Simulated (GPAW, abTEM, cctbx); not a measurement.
# RbGeF3: the scripts behind a bonding study

Short scripts, each with its output. The start was made by putting kin elements into a known structure type; the compound need not exist, or be stable, in this form.

## 1. Build the all-electron density and subtract free atoms

```text
cell
1.0
     4.465488230    0.000000000    0.000000000
     0.000000000    4.465488230    0.000000000
     0.000000000    0.000000000    4.465488230
Rb Ge F
1 1 3
Direct
0.000000000 0.000000000 0.000000000
0.500000000 0.500000000 0.500000000
0.500000000 0.500000000 0.000000000
0.500000000 0.000000000 0.500000000
0.000000000 0.500000000 0.500000000
```

```python
import numpy as np
from ase.io import read
from ase.units import Bohr
from gpaw import GPAW, PW, FermiDirac
from gpaw.calculator import GPAW as OldGPAW
from gpaw.mpi import serial_comm, world
from scipy.special import erfc
from scipy.spatial import cKDTree

atoms = read("cell.vasp")
atoms.calc = GPAW(mode=PW(550), xc="PBE", kpts={"size": (4, 4, 4), "gamma": True},
                 occupations=FermiDirac(0.05), maxiter=120, symmetry={"tolerance": 1e-5}, txt="scf.txt")
atoms.get_potential_energy()
rho = atoms.calc.get_all_electron_density(gridrefinement=2)
moments = atoms.get_magnetic_moments() if atoms.calc.get_number_of_spins() == 2 else np.zeros(len(atoms))
total = atoms.get_magnetic_moment() if moments.any() else 0.0
if world.rank == 0:
    free = OldGPAW(mode=PW(550), xc="PBE", txt=None, communicator=serial_comm)
    neutral = atoms.copy()
    neutral.set_initial_magnetic_moments(None)
    free.initialize(neutral)
    free.set_positions(neutral)
    drho = rho - free.get_all_electron_density(gridrefinement=2)
    # GPAW starts from confined atoms: exchange their smooth part for that of the datasets' free atoms
    h = np.stack(np.meshgrid(*[np.fft.fftfreq(n, 1 / n) for n in drho.shape], indexing="ij"), -1)
    gabs = np.linalg.norm(h @ atoms.cell.reciprocal(), axis=-1)
    tails = np.fft.fftn(free.get_pseudo_density(gridrefinement=2))
    g, form, v0 = np.linspace(0, gabs.max(), 1500), {}, 0
    for e in set(atoms.symbols):
        idx = atoms.symbols.search(e)
        d = free.setups[idx[0]].data
        r, w = d.rgd.r_g * Bohr, d.rgd.r_g**2 * d.rgd.dr_g
        j0 = np.sinc(2 * g[:, None] * r)
        smooth = sum(f * p**2 for f, p in zip(d.f_j, d.phit_jg)) + np.sqrt(4 * np.pi) * d.nct_g
        full = sum(f * p**2 for f, p in zip(d.f_j, d.phi_jg)) + np.sqrt(4 * np.pi) * d.nc_g
        phase = sum(np.exp(-2j * np.pi * h @ s) for s in atoms.get_scaled_positions()[idx])
        tails -= np.interp(gabs, g, j0 @ (smooth * w)) * phase * drho.size / atoms.get_volume()
        form[e] = j0 @ (full * w)
        v0 += 2 * np.pi / 3 * 14.3996 * (full * w * r**2).sum() * len(idx)  # V A^3
    tails *= 0.5 * erfc((gabs - 1.8) / 0.25)  # the tails differ at long wavelengths alone
    drho += np.fft.ifftn(tails).real  # crystal minus superposed spherical free atoms
    np.save("drho.npy", drho)
    dv = atoms.get_volume() / drho.size
    print("grid", drho.shape, " electrons %.3f" % (rho.sum() * dv), " moved by bonding %.3f e" % (abs(drho).sum() * dv / 2))
    pts = np.indices(drho.shape).reshape(3, -1).T / drho.shape @ atoms.cell
    shifts = (np.indices((3, 3, 3)).reshape(3, -1).T - 1) @ atoms.cell
    images = (atoms.positions[None] + shifts[:, None]).reshape(-1, 3)
    dist, idx = cKDTree(images).query(pts, k=4)
    out = drho.ravel()[dist[:, 0] > 0.5]
    print("deformation density beyond 0.5 A of the nuclei: max %.3f, min %.3f e/A^3" % (out.max(), out.min()))
    tie = dist < dist[:, :1] + 1e-4
    q = -np.bincount((idx % len(atoms))[tie], (drho.ravel()[:, None] / tie.sum(1, keepdims=True) * tie)[tie], len(atoms)) * dv
    print("atom        x       y       z   Voronoi charge  moment")
    for a, s, c, m in zip(atoms, atoms.get_scaled_positions(), q, moments):
        print("%-2s%-3d %7.4f %7.4f %7.4f %10.3f %10.2f" % (a.symbol, a.index + 1, *s, c, m))
    np.savez("free.npz", g=g, **form)
    print("mean inner potential of superposed free atoms %.3f V" % (v0 / atoms.get_volume()))
    print("total magnetic moment %.3f muB" % total)
```

```console
$ OMP_NUM_THREADS=1 mpirun -n 4 gpaw python run.py > gpaw.log
```

```text
grid (50, 50, 50)  electrons 96.000  moved by bonding 0.999 e
deformation density beyond 0.5 A of the nuclei: max 0.147, min -0.053 e/A^3
atom        x       y       z   Voronoi charge  moment
Rb1    0.0000  0.0000  0.0000      0.198       0.00
Ge2    0.5000  0.5000  0.5000      0.368       0.00
F 3    0.5000  0.5000  0.0000     -0.189       0.00
F 4    0.5000  0.0000  0.5000     -0.189       0.00
F 5    0.0000  0.5000  0.5000     -0.189       0.00
mean inner potential of superposed free atoms 13.023 V
total magnetic moment 0.000 muB
```

Time: 11 s on 4 cores of Arm Neoverse N1 (shared host), peak memory 0.67 GiB.

## 2. Fourier-transform the difference

```python
from cctbx import adptbx, crystal, miller, xray
from cctbx.eltbx import tiny_pse
import numpy as np

cs = crystal.symmetry(unit_cell=(4.4655, 4.4655, 4.4655, 90, 90, 90), space_group_symbol='Hall: -P 4 2 3')  # Pm-3m
atoms = [  # label, site, U (iso, or U11 U22 U33 U12 U13 U23 in A^2), occupancy
    ("Rb1", (0, 0, 0), 0.0000, 1),
    ("Ge1", (0.5, 0.5, 0.5), 0.0000, 1),
    ("F1", (0.5, 0.5, 0), 0.0000, 1),
]
xs = xray.structure(crystal_symmetry=cs)
for label, site, u, occ in atoms:
    u = adptbx.u_cif_as_u_star(cs.unit_cell(), u) if isinstance(u, tuple) else u
    xs.add_scatterer(xray.scatterer(label, site=site, u=u, occupancy=occ))
xs.scattering_type_registry(table="wk1995")
drho = np.load("drho.npy")
T = np.array([[1, 0, 0], [0, 1, 0], [0, 0, 1]])  # conventional axes in terms of the primitive ones
dF = np.fft.ifftn(drho) * 89.04445  # electrons a conventional cell, indexed by primitive hkl
ms = miller.build_set(cs, anomalous_flag=False, d_min=0.9).sort("resolution")
iam = ms.structure_factors_from_scatterers(xs, algorithm="direct").f_calc()
p1 = xs.expand_to_p1()
z = np.array([tiny_pse.table(sc.scattering_type).atomic_number() for sc in p1.scatterers()])
x = np.array(p1.sites_frac())
free = np.load("free.npz")
print("static structure factors of the conventional cell: F in electrons, V (Mott-Bethe) in volts")
print("   h  k  l      d  |F| table  |F| free   |F| DFT   change   |V| free  |V| DFT  change %")
for h, d, table in list(zip(ms.indices(), ms.d_spacings().data(), iam.data()))[:16]:
    df = dF[tuple(np.rint(np.linalg.solve(T, h)).astype(int))]
    phase = np.exp(2j * np.pi * x @ h)
    f = sum(np.interp(1 / d, free["g"], free[sc.scattering_type]) * p for sc, p in zip(p1.scatterers(), phase))
    fz = (z * phase).sum()
    c = 14.3996 * d * d / (np.pi * cs.unit_cell().volume())
    v0, v1 = abs(fz - f) * c, abs(fz - f - df) * c
    print("%4d%3d%3d %7.4f %9.3f %9.3f %9.3f %8.3f %9.3f %8.3f %8s" % (h + (d, abs(table), abs(f), abs(f + df), abs(f + df) - abs(f), v0, v1, "%.1f" % (100 * (v1 / v0 - 1)) if v0 > 0.02 else "-")))
```

```console
$ python run.py
```

```text
static structure factors of the conventional cell: F in electrons, V (Mott-Bethe) in volts
   h  k  l      d  |F| table  |F| free   |F| DFT   change   |V| free  |V| DFT  change %
   0  1  0  4.4655     3.814     3.766     3.858    0.091     0.240    0.146    -39.0
   0  1  1  3.1576    51.031    51.104    50.770   -0.334     4.566    4.737      3.8
   1  1  1  2.5782    24.306    24.166    24.863    0.696     2.680    2.442     -8.9
   0  2  0  2.2327    71.862    71.716    72.282    0.567     6.232    6.086     -2.3
   0  2  1  1.9970     2.505     2.405     2.579    0.174     0.327    0.292    -10.9
   1  2  1  1.8230    43.688    43.657    43.642   -0.016     2.796    2.798      0.1
   0  2  2  1.5788    60.594    60.453    60.569    0.116     4.561    4.546     -0.3
   1  2  2  1.4885     1.648     1.555     1.598    0.043     0.279    0.274     -1.8
   0  3  0  1.4885     1.648     1.555     1.617    0.062     0.279    0.272     -2.5
   0  3  1  1.4121    39.436    39.368    39.379    0.011     2.118    2.117     -0.1
   1  3  1  1.3464    15.127    15.170    15.146   -0.024     1.570    1.573      0.1
   2  2  2  1.2891    53.357    53.276    53.254   -0.022     3.654    3.656      0.1
   0  3  2  1.2385     0.813     0.769     0.767   -0.003     0.255    0.255      0.1
   1  3  2  1.1935    36.326    36.250    36.247   -0.003     1.741    1.741      0.0
   0  4  0  1.1164    48.168    48.122    48.111   -0.011     3.071    3.072      0.0
   2  3  2  1.0830     0.118     0.105     0.082   -0.024     0.235    0.237      0.6
```

Time: 0.46 s on 1 core of Arm Neoverse N1 (shared host), peak memory 0.08 GiB.

## 3. Propagate a plane wave with and without the bonding term

```python
import abtem
import numpy as np
from ase.build import make_supercell
from ase.io import read

abtem.config.set({"dask.lazy": False, "fft": "fftw", "diagnostics.progress_bar": False})
M = [[0, 0, -1], [-1, 1, 0], [1, 1, 0]]  # rows: x, y and beam direction in the primitive cell's axes
unit = make_supercell(read("cell.vasp"), M)
unit.set_cell(list(unit.cell.lengths()) + [90, 90, 90], scale_atoms=True)
unit.positions[:, 2] += 0.7894  # keeps atomic planes off the slice boundaries
unit.wrap()
slab = unit * (2, 2, 96)
print(slab.get_chemical_formula(), "| box %.2f x %.2f x %.2f A" % tuple(slab.cell.lengths()))

# change of the potential by bonding, from the DFT deformation density (Poisson's equation term by term)
drho = np.load("drho.npy")
prim = read("cell.vasp")
h = np.stack(np.meshgrid(*[np.fft.fftfreq(n, 1 / n) for n in drho.shape], indexing="ij"), -1).reshape(-1, 3).astype(int)
g2 = ((h @ prim.cell.reciprocal()) ** 2).sum(1)
keep = (g2 > 0) & (g2 < 2.5**2)
shape = (128, 181, 36)
vg = np.zeros(shape, complex)
hm = h[keep] @ np.array(M).T
move = np.exp(-2j * np.pi * hm[:, 2] * (0.7894 / unit.cell[2, 2] - 0.5 / shape[2]))  # the same shift, sampled at mid-points
vg[tuple(hm.T % np.array(shape)[:, None])] = -14.3996 / np.pi * (np.fft.fftn(drho).ravel() / drho.size)[keep] / g2[keep] * move
dV = np.fft.ifftn(vg).real * vg.size
dV = dV.reshape(128, 181, 4, 9).mean(3) * unit.cell[2, 2] / 4  # V A, projected in each slice
dV = np.tile(dV.transpose(2, 0, 1), (96, 2, 2))


def build(atoms):
    p = abtem.Potential(atoms, gpts=(256, 362), slice_thickness=[slab.cell[2, 2] / 384] * 384,
                        parametrization="lobato", projection="infinite", exit_planes=32).build()
    p.array[:] += BONDING * dV
    return p


sigmas = {'Rb': 0.083, 'Ge': 0.085, 'F': 0.103}  # r.m.s. displacement along each axis, A
u = np.array([sigmas[s] for s in slab.symbols])[:, None]
rng = np.random.default_rng(817)


def potentials():
    for _ in range(3):  # frozen phonons, one configuration at a time
        atoms = slab.copy()
        atoms.positions += u * rng.standard_normal((len(atoms), 3))
        atoms.wrap()
        yield build(atoms)


for label, BONDING in (("IAM", 0.0), ("DFT", 1.0)):
    print("=====", label)
    rng = np.random.default_rng(817)  # the same displacements for both
    potential = build(slab)
    print("grid", potential.gpts, "slices", potential.num_slices)
    thickness = potential.exit_thicknesses
    wave = abtem.PlaneWave(energy=200000)
    dp = np.mean([wave.multislice(p).diffraction_patterns(max_angle="valid").array for p in potentials()], axis=0)
    hkl = [(0, 0, 0), (0, 0, 1), (1, -1, 0), (1, -1, 1), (0, 0, 2), (1, -1, 2), (2, -2, 0)]
    nx, ny = dp.shape[-2:]
    print("intensity of each beam, fraction of the incident wave")
    print("  t (A)" + "".join("%9s" % " ".join(map(str, h)) for h in hkl) + "  diffuse    total")
    grid = np.zeros((nx, ny), bool)
    grid[nx // 2 % 2::2, ny // 2 % 2::2] = True
    for t, a in list(zip(thickness, dp))[1:]:
        idx = [np.rint(np.array(M) @ np.linalg.solve([[1, 0, 0], [0, 1, 0], [0, 0, 1]], h)).astype(int) for h in hkl]
        print("%7.1f" % t + "".join("%9.5f" % a[nx // 2 + i[0] * 2, ny // 2 + i[1] * 2] for i in idx) + "%9.4f%9.4f" % (a[~grid].sum(), a.sum()))
```

```console
$ python run.py
```

```text
F2304Ge768Rb768 | box 8.93 x 12.63 x 606.25 A
===== IAM
grid (256, 362) slices 384
intensity of each beam, fraction of the incident wave
  t (A)    0 0 0    0 0 1   1 -1 0   1 -1 1    0 0 2   1 -1 2   2 -2 0  diffuse    total
   50.5  0.66413  0.00574  0.01980  0.00563  0.03821  0.00824  0.01714   0.0281   0.9989
  101.0  0.30187  0.07182  0.03638  0.00283  0.06917  0.01586  0.01611   0.0861   0.9964
  151.6  0.18743  0.17038  0.02711  0.00448  0.05925  0.00880  0.00330   0.1318   0.9946
  202.1  0.08631  0.15180  0.02500  0.02952  0.05651  0.00713  0.00570   0.1618   0.9933
  252.6  0.09070  0.10014  0.03685  0.04792  0.02300  0.00460  0.01820   0.2054   0.9913
  303.1  0.18184  0.09669  0.02811  0.05014  0.00265  0.00206  0.00799   0.2303   0.9901
  353.6  0.16870  0.07615  0.00790  0.05450  0.00324  0.00583  0.00797   0.2491   0.9892
  404.2  0.13176  0.07305  0.01416  0.04586  0.01324  0.00926  0.00524   0.2745   0.9878
  454.7  0.16503  0.09350  0.03543  0.01741  0.01888  0.00824  0.00089   0.2942   0.9867
  505.2  0.21045  0.07057  0.05864  0.00208  0.01786  0.00401  0.00233   0.3075   0.9859
  555.7  0.28716  0.02928  0.05999  0.00063  0.01029  0.00441  0.00764   0.3188   0.9851
  606.3  0.38100  0.01205  0.03260  0.00117  0.00195  0.00565  0.00458   0.3302   0.9841
===== DFT
grid (256, 362) slices 384
intensity of each beam, fraction of the incident wave
  t (A)    0 0 0    0 0 1   1 -1 0   1 -1 1    0 0 2   1 -1 2   2 -2 0  diffuse    total
   50.5  0.66868  0.00501  0.02147  0.00479  0.03684  0.00870  0.01697   0.0280   0.9989
  101.0  0.30985  0.06475  0.04133  0.00217  0.06683  0.01864  0.01541   0.0859   0.9965
  151.6  0.20691  0.15410  0.03388  0.00527  0.05346  0.01162  0.00230   0.1327   0.9945
  202.1  0.11396  0.13258  0.03265  0.03133  0.04958  0.00905  0.00480   0.1624   0.9932
  252.6  0.09464  0.08335  0.04763  0.04976  0.02102  0.00610  0.01724   0.2063   0.9913
  303.1  0.15947  0.09274  0.03873  0.05157  0.00344  0.00232  0.00795   0.2323   0.9900
  353.6  0.13011  0.09114  0.00957  0.05595  0.00554  0.00430  0.00880   0.2503   0.9891
  404.2  0.07226  0.10040  0.00520  0.05037  0.02010  0.00634  0.00574   0.2746   0.9878
  454.7  0.09863  0.12750  0.01731  0.02387  0.02738  0.00571  0.00151   0.2934   0.9868
  505.2  0.16134  0.10443  0.03481  0.00778  0.02206  0.00263  0.00389   0.3054   0.9861
  555.7  0.25572  0.05090  0.04325  0.00608  0.01183  0.00195  0.00970   0.3158   0.9853
  606.3  0.36695  0.01898  0.03271  0.00437  0.00301  0.00300  0.00536   0.3265   0.9844
```

Time: 2 min.

## 4. Rock the beam across one reflection

```python
import abtem
import numpy as np
from ase.build import make_supercell
from ase.io import read

abtem.config.set({"dask.lazy": False, "fft": "fftw", "diagnostics.progress_bar": False})
M = [[0, 0, -1], [-1, 1, 0], [1, 1, 0]]  # rows: x, y and beam direction in the primitive cell's axes
unit = make_supercell(read("cell.vasp"), M)
unit.set_cell(list(unit.cell.lengths()) + [90, 90, 90], scale_atoms=True)
unit.positions[:, 2] += 0.7894  # keeps atomic planes off the slice boundaries
unit.wrap()
slab = unit * (1, 1, 144)
print(slab.get_chemical_formula(), "| box %.2f x %.2f x %.2f A" % tuple(slab.cell.lengths()))

# change of the potential by bonding, from the DFT deformation density (Poisson's equation term by term)
drho = np.load("drho.npy")
prim = read("cell.vasp")
h = np.stack(np.meshgrid(*[np.fft.fftfreq(n, 1 / n) for n in drho.shape], indexing="ij"), -1).reshape(-1, 3).astype(int)
g2 = ((h @ prim.cell.reciprocal()) ** 2).sum(1)
keep = (g2 > 0) & (g2 < 2.5**2)
shape = (100, 141, 36)
vg = np.zeros(shape, complex)
hm = h[keep] @ np.array(M).T
move = np.exp(-2j * np.pi * hm[:, 2] * (0.7894 / unit.cell[2, 2] - 0.5 / shape[2]))  # the same shift, sampled at mid-points
vg[tuple(hm.T % np.array(shape)[:, None])] = -14.3996 / np.pi * (np.fft.fftn(drho).ravel() / drho.size)[keep] / g2[keep] * move
dV = np.fft.ifftn(vg).real * vg.size
dV = dV.reshape(100, 141, 4, 9).mean(3) * unit.cell[2, 2] / 4  # V A, projected in each slice
dV = np.tile(dV.transpose(2, 0, 1), (144, 1, 1))


def build(atoms):
    p = abtem.Potential(atoms, gpts=(100, 141), slice_thickness=[slab.cell[2, 2] / 576] * 576,
                        parametrization="lobato", projection="infinite", exit_planes=144).build()
    p.array[:] += BONDING * dV
    return p


def potentials():
    yield build(slab)  # atoms at rest


for label, BONDING in (("IAM", 0.0), ("DFT", 1.0)):
    print("=====", label)
    potential = build(slab)
    print("grid", potential.gpts, "slices", potential.num_slices)
    thickness = potential.exit_thicknesses
    h = np.array(M) @ np.linalg.solve(np.array([[1, 0, 0], [0, 1, 0], [0, 0, 1]]), [1, -1, 0])
    ix, iy = round(h[0]) * 1, round(h[1]) * 1
    gxy = h[:2] / unit.cell.lengths()[:2]
    along = gxy / np.hypot(*gxy)
    across = np.array([-along[1], along[0]])
    bragg = 500 * abtem.PlaneWave(energy=200000).wavelength * np.hypot(*gxy)
    print("Bragg angle %.3f mrad; beam tilted 37 mrad off the zone axis across the row" % bragg)
    print("dark-field intensity of 1 -1 0 against tilt along the row, in Bragg angles")
    print("  t (A)" + "".join("%8.2f" % s for s in [0.2, 0.4, 0.6, 0.8, 1.0, 1.2, 1.4, 1.6, 1.8, 2.0, 2.2, 2.4, 2.6]))
    rows = []
    row = [(n * ix, n * iy) for n in range(-8, 9)]
    for s in [0.2, 0.4, 0.6, 0.8, 1.0, 1.2, 1.4, 1.6, 1.8, 2.0, 2.2, 2.4, 2.6]:
        tilt = -s * bragg * along + 37 * across
        dp = abtem.PlaneWave(energy=200000, tilt=tuple(tilt)).multislice(potential).diffraction_patterns(max_angle="valid").array
        rows.append(dp[:, dp.shape[1] // 2 + ix, dp.shape[2] // 2 + iy])
        if s == 1.0:
            cx, cy = dp.shape[1] // 2, dp.shape[2] // 2
            share = sum(dp[:, cx + i, cy + j] for i, j in row if abs(i) < cx and abs(j) < cy) / dp.sum(axis=(1, 2))
            total = dp.sum(axis=(1, 2))
    for t, a in list(zip(thickness, np.array(rows).T))[1:]:
        print("%7.1f" % t + "".join("%8.4f" % v for v in a))
    print("at the Bragg tilt, share in the row:", share[1:].round(3).tolist(), "total:", total[1:].round(3).tolist())
```

```console
$ python run.py
```

```text
F864Ge288Rb288 | box 4.47 x 6.32 x 909.38 A
===== IAM
grid (100, 141) slices 576
Bragg angle 3.971 mrad; beam tilted 37 mrad off the zone axis across the row
dark-field intensity of 1 -1 0 against tilt along the row, in Bragg angles
  t (A)    0.20    0.40    0.60    0.80    1.00    1.20    1.40    1.60    1.80    2.00    2.20    2.40    2.60
  227.3  0.3627  0.4231  0.4665  0.4931  0.5039  0.4937  0.4666  0.4222  0.3610  0.2819  0.1989  0.1231  0.0684
  454.7  0.3039  0.4262  0.3149  0.3053  0.3930  0.3068  0.3163  0.4258  0.3017  0.1100  0.0317  0.0118  0.0557
  682.0  0.0779  0.0126  0.1092  0.0467  0.0563  0.0455  0.1096  0.0127  0.0782  0.0952  0.0349  0.0445  0.0405
  909.4  0.4706  0.3126  0.1641  0.2960  0.4726  0.2979  0.1631  0.3158  0.4707  0.2722  0.0827  0.1012  0.0228
at the Bragg tilt, share in the row: [0.7210000157356262, 0.6990000009536743, 0.6480000019073486, 0.6489999890327454] total: [0.9950000047683716, 0.9929999709129333, 0.9890000224113464, 0.9879999756813049]
===== DFT
grid (100, 141) slices 576
Bragg angle 3.971 mrad; beam tilted 37 mrad off the zone axis across the row
dark-field intensity of 1 -1 0 against tilt along the row, in Bragg angles
  t (A)    0.20    0.40    0.60    0.80    1.00    1.20    1.40    1.60    1.80    2.00    2.20    2.40    2.60
  227.3  0.3777  0.4417  0.4878  0.5162  0.5276  0.5168  0.4879  0.4407  0.3760  0.2928  0.2060  0.1270  0.0703
  454.7  0.2802  0.4023  0.2937  0.2824  0.3694  0.2838  0.2950  0.4018  0.2782  0.0933  0.0232  0.0122  0.0635
  682.0  0.1123  0.0214  0.1192  0.0595  0.0595  0.0585  0.1198  0.0215  0.1126  0.1254  0.0459  0.0438  0.0434
  909.4  0.4803  0.3597  0.1522  0.3367  0.5102  0.3386  0.1512  0.3632  0.4801  0.2531  0.0776  0.1138  0.0215
at the Bragg tilt, share in the row: [0.7250000238418579, 0.7149999737739563, 0.6639999747276306, 0.6669999957084656] total: [0.9940000176429749, 0.9929999709129333, 0.9900000095367432, 0.9879999756813049]
```

Time: 58 s.

[Outputs are excerpts: Python notices, other lines and further rows are left out; steps that failed or that the build refused (PBEsol, TPSS) are not shown.]

[Logs are printed without paths, hosts, clocks, repeated set-up lines and the standing remarks that a program may print on its own settings, such as how far it seeks lower states.]
